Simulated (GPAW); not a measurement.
# Ballistic transport through a Au chain with a Li atom on top of one atom, from relaxation to T(E), part 2 of 2

Aim: the conductance of a Au chain with a Li atom on top of one atom after relaxation, and whether geometry, basis or functional moves it most.

GPAW 26.7.0; GPAW LCAO, PAW setups; relaxation of the junction within the symmetry of its start, lead ends held (the session's first sound run).

So far, transmission at the Fermi level (one spin): step 3 (double-zeta polarised basis, PBE, GPAW) 0.951; step 4 (basis szp(dzp), PBE, GPAW) 0.942; step 5 (basis sz(dzp), PBE, GPAW) 0.957; step 6 (revPBE) 0.952.

**7. The structure as built: geometry = "as built"**

Level of this step: GPAW LCAO, PAW setups; Landauer transmission from Green's functions with principal layers (ASE), zero bias (GPAW).

The dzp basis with PBE on the structure as first built shows what the relaxation was worth.

run.py reads:

```python
import json
import numpy as np
from ase import Atoms
from ase.transport.calculators import TransportCalculator
from gpaw import GPAW, FermiDirac
from gpaw.lcao.tools import get_lcao_hamiltonian
from scipy.linalg import eigh

# The junction with lead layers at both ends, along the third cell vector
device = Atoms(
    ['Au', 'Au', 'Au', 'Au', 'Au', 'Au', 'Au', 'Li', 'Au', 'Au', 'Au', 'Au', 'Au', 'Au'],
    positions=[
        [4.50000, 4.50000, 1.30000],
        [4.50000, 4.50000, 3.90000],
        [4.50000, 4.50000, 6.50000],
        [4.50000, 4.50000, 9.10000],
        [4.50000, 4.50000, 11.70000],
        [4.50000, 4.50000, 14.30000],
        [4.50000, 4.50000, 16.90000],
        [7.03460, 4.50000, 16.90000],
        [4.50000, 4.50000, 19.50000],
        [4.50000, 4.50000, 22.10000],
        [4.50000, 4.50000, 24.70000],
        [4.50000, 4.50000, 27.30000],
        [4.50000, 4.50000, 29.90000],
        [4.50000, 4.50000, 32.50000]],
    cell=[[9.0, 0.0, 0.0], [0.0, 9.0, 0.0], [0.0, 0.0, 33.8]],
    pbc=True)

# One principal layer of the lead: the first 3 atoms of the device
lead = Atoms(
    ['Au', 'Au', 'Au'],
    positions=[
        [4.50000, 4.50000, 1.30000],
        [4.50000, 4.50000, 3.90000],
        [4.50000, 4.50000, 6.50000]],
    cell=[[9.0, 0.0, 0.0], [0.0, 9.0, 0.0], [0.0, 0.0, 7.8]],
    pbc=True)

settings = dict(mode='lcao', basis='dzp', xc='PBE', h=0.2,
                occupations=FermiDirac(0.1), maxiter=250,
                mixer=dict(beta=0.1, nmaxold=8, weight=100.0),
                convergence=dict(density=0.0001))
energies = np.arange(-2, 2 + 1e-9, 0.025)
eta = 0.0001
n1, n2 = 1, 1
# k and -k transmit alike, so half of the mesh across the current serves
mesh = [(i, j) for i in range(n1) for j in range(n2) if (i, j) <= (-i % n1, -j % n2)]
weights = np.array([1 if (i, j) == (-i % n1, -j % n2) else 2 for i, j in mesh]) / (n1 * n2)

# [... helper functions left out ...]
fermi_lead = ground_state(lead, (1, 1, 15), 'lead.txt')
fermi_device = ground_state(device, (1, 1, 3), 'device.txt')
# [... loop over the mesh left out, but for ...]
        # Shift the lead onto the potential of the device's first layer
        shift = ((H[:, 0, 0] - H0[:, 0, 0]) / S0[0, 0]).real.mean()
# [...]
kT = 8.617333e-5 * 300
bias = [0.1, 0.2, 0.5, 1.0, 1.5, 2.0]
# [... integrals and printing left out ...]
```

Launch:

```
$ OMP_NUM_THREADS=1 OPENBLAS_NUM_THREADS=1 python run.py
```

Log:

```text
basis functions: device 200, principal layer 45
Fermi level: lead -4.6464 eV, device -4.1918 eV; lead shifted by -0.0081 eV
largest coupling past the next layer 2.46e-07 eV, largest misfit of the first layer 0.014 eV
  E-E_F (eV)   T (one spin)  [channel counts left out]
    -2.000    2.8288e+00
    -1.975    2.8307e+00
    -1.950    2.8295e+00
[...]
1.975    9.9609e-01
     2.000    9.9552e-01
conductance at 300 K: 1.0034 G0 a cell; thermopower 2.276 uV/K
current from the zero-bias T(E) at 0.1 V: 7.7998 uA
current from the zero-bias T(E) at 0.2 V: 15.841 uA
current from the zero-bias T(E) at 0.5 V: 44.255 uA
current from the zero-bias T(E) at 1.0 V: 100.42 uA
current from the zero-bias T(E) at 1.5 V: 164.16 uA
current from the zero-bias T(E) at 2.0 V: 237.03 uA
```

Run time: 56 s. Hardware: 1 thread of Intel Xeon Platinum 8375C at 2.90GHz (Ice Lake), shared host; peak memory 1.1 GiB.

This step gave:

| Property | Result |
| --- | --- |
| conductance | 1.003 G₀ |
| largest coupling past the next principal layer | 2.46e-7 eV |
| largest misfit of the first principal layer | 0.01358 eV |
| shift that aligns the lead | -0.008067 eV |
| transmission at the Fermi level (one spin) | 0.9986 |

One spin. Transmission, zone mean against energy, zero at the Fermi level:

energy (eV), transmission, zone mean and a bar from the least value:
```
   -2.000       2.83 ####################
   -1.900       2.78 ####################
   -1.800       2.77 ####################
   -1.700       2.81 ####################
   -1.600       2.80 ####################
   -1.500       2.77 ####################
   -1.400       2.72 ###################
   -1.300       3.71 ##############################
   -1.200       2.68 ###################
   -1.150       3.38 ##########################
   -1.100       3.26 #########################
   -1.000       3.04 #######################
   -0.900       2.81 ####################
   -0.800       2.60 ##################
   -0.700       2.41 ################
   -0.600       2.25 ##############
   -0.500       2.10 ############
   -0.400       1.96 ###########
   -0.300       1.77 #########
   -0.200       1.57 ######
   -0.100       1.00 
    0.000       1.00 
    0.100       1.00 
    0.200       1.00 
    0.300       1.00 
    0.400       1.00 
    0.500       1.00 
    0.600       1.00 
    0.700       1.00 
    0.800       1.00 
    0.900       1.00 
    1.000       1.00 
    1.100       1.00 
    1.200       1.00 
    1.300       1.00 
    1.400       1.00 
    1.500       1.00 
    1.600       1.00 
    1.700       1.00 
    1.800       1.00 
    1.900       1.00 
    2.000       1.00
```

The conductance, 1.00 G₀, lies 5.5 % above that of the dzp run.

**8. The ladder**

Times are for 1 thread of Intel Xeon Platinum 8375C at 2.90GHz (Ice Lake), shared host. Results by setting:

```csv
no.,run,conductance (G₀),time,memory (GiB)
1,dzp,0.9507,48 s,1.1
2,szp,0.9432,44 s,1.1
3,sz,0.9581,40 s,1.0
4,dzp revPBE,0.9517,47 s,1.1
5,asbuilt,1.003,56 s,1.1
```

**9. Comparison**

The curves are compared point by point over the common energies.

This step: comparison of transmission and cost over codes, levels and geometry (GPAW 26.7.0).

Ladder, by row:

```csv
step,code,T at the Fermi level (sum over the listed spins),conductance (G0),r.m.s. T(E) from the first,wall time (s),peak memory (GiB),threads
dzp,GPAW,0.9506,0.9507,0,48.2,1.09,1
szp,GPAW,0.9423,0.9432,0.2064,44.01,1.05,1
sz,GPAW,0.9573,0.9581,0.2394,39.7,1.02,1
dzp-revPBE,GPAW,0.9515,0.9517,0.1182,47.2,1.07,1
asbuilt,GPAW,0.9986,1.003,0.9438,56,1.07,1
```

The transmission, zone mean, sum over the listed spins by energy, zero at the Fermi level:

```csv
energy (eV),dzp,szp,sz,dzp-revPBE,asbuilt
-2.000,1.59,1.28,1.50,1.53,2.83
-1.850,1.61,1.59,1.77,1.56,2.18
-1.825,1.61,1.63,1.76,1.54,2.68
-1.800,1.59,1.66,1.74,1.49,2.77
-1.650,0.981,1.55,1.20,1.80,2.81
-1.600,1.59,1.38,0.996,1.03,2.80
-1.450,1.45,1.81,0.952,1.87,2.75
-1.425,1.75,1.10,0.910,2.06,2.74
-1.400,2.00,0.926,0.904,2.05,2.72
-1.375,2.06,0.922,0.872,1.82,2.71
-1.300,1.04,1.40,1.91,0.757,3.71
-1.250,1.62,2.17,1.85,1.47,2.84
-1.200,1.37,1.88,1.53,1.33,2.68
-1.000,1.30,1.31,1.22,1.24,3.04
-0.800,1.08,1.15,1.10,0.984,2.60
-0.600,1.02,1.04,1.02,1.02,2.25
-0.400,1.01,1.02,1.01,1.01,1.96
-0.200,1.00,1.01,1.01,0.998,1.57
0.000,0.951,0.942,0.957,0.952,0.999
0.200,0.960,0.957,0.970,0.960,0.998
0.400,0.969,0.966,0.980,0.968,0.998
0.600,0.977,0.975,0.988,0.977,0.999
0.800,0.984,0.984,0.995,0.984,0.999
1.000,0.993,0.991,0.999,0.993,0.999
1.200,0.998,0.997,0.999,0.998,0.999
1.400,0.999,0.999,0.991,0.999,0.999
1.600,0.990,0.993,0.952,0.990,0.998
1.800,0.961,0.965,0.945,0.959,0.998
2.000,0.871,0.828,0.993,0.853,0.996
```

**10. K-points along the lead 4**

The lead's own mesh along the current sets its density and potential; where the lead is aligned to the junction's end layer, a rigid shift drops out.

This step: GPAW LCAO, PAW setups; Landauer transmission from Green's functions with principal layers (ASE), zero bias (GPAW 26.7.0).

Edit run.py of step 7 so:

```diff
@@ -17,6 +17,6 @@
         [4.50000, 4.50000, 11.70000],
-        [4.50000, 4.50000, 14.30000],
-        [4.50000, 4.50000, 16.90000],
-        [7.03460, 4.50000, 16.90000],
-        [4.50000, 4.50000, 19.50000],
+        [4.96459, 4.50000, 14.36727],
+        [4.14876, 4.50000, 16.90000],
+        [6.51986, 4.50000, 16.90000],
+        [4.96459, 4.50000, 19.43273],
         [4.50000, 4.50000, 22.10000],
@@ -51,3 +51,3 @@
 # [... helper functions left out ...]
-fermi_lead = ground_state(lead, (1, 1, 15), 'lead.txt')
+fermi_lead = ground_state(lead, (1, 1, 4), 'lead.txt')
 fermi_device = ground_state(device, (1, 1, 3), 'device.txt')
```

Log:

```text
basis functions: device 200, principal layer 45
Fermi level: lead -4.7066 eV, device -4.2240 eV; lead shifted by -0.0454 eV
largest coupling past the next layer 2.46e-07 eV, largest misfit of the first layer 0.032 eV
  E-E_F (eV)   T (one spin)  [channel counts left out]
    -2.000    1.5775e+00
    -1.975    1.4621e+00
    -1.950    1.4643e+00
    -1.925    1.5043e+00
    -1.900    1.5501e+00
    -1.875    1.5889e+00
    -1.850    1.6144e+00
    -1.825    1.6217e+00
    -1.800    1.6062e+00
    -1.775    1.5641e+00
    -1.750    1.4927e+00
    -1.725    1.3925e+00
    -1.700    1.2663e+00
    -1.675    1.1156e+00
    -1.650    9.6659e-01
    -1.625    1.3304e+00
[...]
1.825    9.5361e-01
     1.850    9.4624e-01
     1.875    9.3776e-01
     1.900    9.2800e-01
     1.925    9.1670e-01
     1.950    9.0356e-01
     1.975    8.8821e-01
     2.000    8.7018e-01
conductance at 300 K: 0.95022 G0 a cell; thermopower -0.3586 uV/K
current from the zero-bias T(E) at 0.1 V: 7.363 uA
current from the zero-bias T(E) at 0.2 V: 14.739 uA
current from the zero-bias T(E) at 0.5 V: 37.326 uA
current from the zero-bias T(E) at 1.0 V: 75.613 uA
current from the zero-bias T(E) at 1.5 V: 114.49 uA
current from the zero-bias T(E) at 2.0 V: 155.73 uA
```

Run time: 45 s. Hardware: 1 thread; peak memory 1.1 GiB.

The run finished with changed settings (lead_nz = 4); it serves as a test.

Side by side:

```csv
quantity,this run,sound run,difference
conductance (G₀),0.95022,0.95073,-5.0e-4
largest coupling past the next principal layer (eV),2.460e-7,2.459e-7,2.4e-11
largest misfit of the first principal layer (eV),0.032139,0.0084328,0.0237
shift that aligns the lead (eV),-0.045351,-0.0062856,-0.0391
transmission at the Fermi level (one spin),0.95026,0.95055,-2.9e-4
```

One result that differs is the shift that aligns the lead, -0.0454 eV against -0.00629 eV.

**11. What came out**

| Quantity | Value |
| --- | --- |
| conductance | 0.951 G₀ |
| transmission at the Fermi level, mean of the spins | 0.951 |

What this shows: In the dzp basis the junction conducts 0.951 G₀ at 300 K, with T = 0.951 a spin at the Fermi level; the sz basis reaches that conductance within 10 %. Relaxation moved atoms by up to 0.51 Å and took the conductance from 1.00 to 0.951 G₀, as a ratio a larger change than the step from dzp to the minimal basis. At the Fermi level one eigenchannel carries the current (0.95). Measured against the first run (dzp), the nearest curve is that of dzp-revPBE (r.m.s. 0.12) and the farthest that of asbuilt (0.94). Over the compared runs wall time goes from 40 s (sz) to 56 s (asbuilt), on a shared host. The leads kept an estimated spacing and the cell its length, so the junction may be under some tension or compression. The geometry comes from the orbital basis, which tends to overbind, and kept the symmetry of the start, so a structure of lower symmetry may lie lower. Spin-orbit coupling is left out, which matters for the heavy atoms here. An evenly spaced straight chain is an idealisation: free chains tend to dimerise, zigzag or, where a band edge lies near the Fermi level, turn magnetic. The currents use the zero-bias T(E) throughout, which holds only while the bias is small against the distance to the nearest feature. The thermopower isn't quoted: it samples T(E) farther from the Fermi level than the conductance does, and the energy grid wasn't tested for it.

[Logs are printed without paths, hosts, clocks, repeated set-up lines and the standing remarks that a program may print on its own settings, such as how far it seeks lower states.]

[Hosts, paths, dates, database ids (printed as entryN), source tags and the programs' standing remarks are cut or masked in the printed files.]
